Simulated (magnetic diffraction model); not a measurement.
## Solving a magnetic structure from powder neutron data: CsNdCdMo3

Space group Cmcm (no. 63), a = 4.0560 Å, b = 15.7120 Å, c = 10.8830 Å.

```csv
site,atom,x,y,z
4a,Nd,0,0,1/2
4c,Cs,1/2,0.2506,1/4
4c,Cd,1/2,0.0378,3/4
8f,Mo,0,0.3782,0.4529
4c,Mo,1/2,0.4383,3/4
```

This is a made-up structure (elements placed in a structure type, unrelaxed), so the numbers test the method and describe no known phase.

Only Nd is taken to order (form factors of Nd3+); orders and moment sizes are assumed, and not adapted to the symmetry. Radiation: neutrons of λ = 2.0775 Å (absorption by Cd left out), 8° to 50°; isotropic B of 0.27 Å² (Nd), 0.25 Å² (Cs), 0.35 Å² (Cd) and 0.26 Å² (Mo). The intensities are simulated: I ∝ L Σ (|F_N|² + |F_M⊥|²) for unpolarised neutrons, with F_M = 2.695 fm/μB × Σ f(s) S exp(2πi Q·r) exp(−B s²) at Q = H ± k (one set where k and −k are equivalent), only the part normal to Q counting and L = 1/(sin²θ cos θ). For collinear order S is the moment m, which repeats by lattice and centring translations R with the sign exp(−2πi k·R). Form factors are spin-only for 3d ions and dipole or tabulated for f ions, scattering lengths are Sears's of 1992, and absorption is left out. A label names one of the reflections at its angle. The strongest nuclear line in the range is 100, and lines under 0.2 are left out.

Above the ordering temperature:

```tsv
2θ (°)	index	I
15.20	(0 2 0)	71.3
18.77	(0 2 1)	1.4
22.01	(0 0 2)	0.8
26.86	(0 2 2)	6.5
30.67	(0 4 0)	0.9
32.66	(0 4 1)	1.4
32.66	(1 1 1)	0.4
36.77	(0 2 3)	30.0
37.80	(1 3 0)	41.6
38.07	(0 4 2)	23.8
38.08	(1 1 2)	1.2
39.47	(1 3 1)	100.0
44.17	(1 3 2)	68.1
44.89	(0 0 4)	56.1
45.88	(0 4 3)	1.7
45.88	(1 1 3)	19.6
46.74	(0 6 0)	0.6
47.66	(0 2 4)	15.3
48.16	(0 6 1)	1.7
49.44	(1 5 0)	20.9
```

Below it (cell unchanged):

```csv
2θ (°),I
15.20,88.5
18.77,1.4
22.01,1.8
26.86,10.9
30.67,5.1
30.67,7.4
32.66,1.4
32.66,0.4
36.77,30.0
37.80,46.6
38.07,27.5
38.08,7.8
39.47,100.0
44.17,73.6
44.89,56.3
45.88,1.7
45.88,19.6
46.74,2.3
47.66,16.0
48.16,1.7
49.44,23.8
```

**Question.** Find the propagation vector, then choose among these models:
A. collinear moments along [101], 2.2 μB on Nd; signs + at (0, 0, 1/2), − at (0, 0, 0)
B. collinear moments along [101], 2.2 μB on Nd; signs + at (0, 0, 1/2), + at (0, 0, 0)
C. collinear moments along [001], 2.2 μB on Nd; signs + at (0, 0, 1/2), + at (0, 0, 0)
D. collinear moments along [001], 2.2 μB on Nd; signs + at (0, 0, 1/2), − at (0, 0, 0)

No line moves, and magnetic intensity falls on nuclear lines such as the one at 15.20°, so the magnetic cell equals the chemical primitive cell: k = 0.

Magnetic intensity, observed (below minus above) and for each model:

| 2θ (°) | index | observed | A | B | C | D |
| --- | --- | --- | --- | --- | --- | --- |
| 15.20 | (0 2 0) | 17.2 | <0.2 | 17.2 | 17.2 | <0.2 |
| 18.77 | (0 2 1) | <0.2 | 15.7 | <0.2 | <0.2 | 14.8 |
| 30.67 | (1 1 0) | 7.3 | <0.2 | 7.3 | 8.3 | <0.2 |
| 32.66 | (0 4 1) | <0.2 | 6.5 | <0.2 | <0.2 | 6.4 |
| 32.66 | (1 1 1) | <0.2 | 11.6 | <0.2 | <0.2 | 12.9 |
| 38.08 | (1 1 2) | 6.6 | <0.2 | 6.6 | 7.0 | <0.2 |
| 39.47 | (1 3 1) | <0.2 | 8.4 | <0.2 | <0.2 | 9.0 |
| 44.17 | (1 3 2) | 5.6 | <0.2 | 5.6 | 5.8 | <0.2 |

Model B matches.

The structure used: k = (0 0 0), collinear moments along [101], 2.2 μB on Nd; signs + at (0, 0, 1/2), + at (0, 0, 0).

[Logs are printed without paths, hosts, clocks, repeated set-up lines and the standing remarks that a program may print on its own settings, such as how far it seeks lower states.]
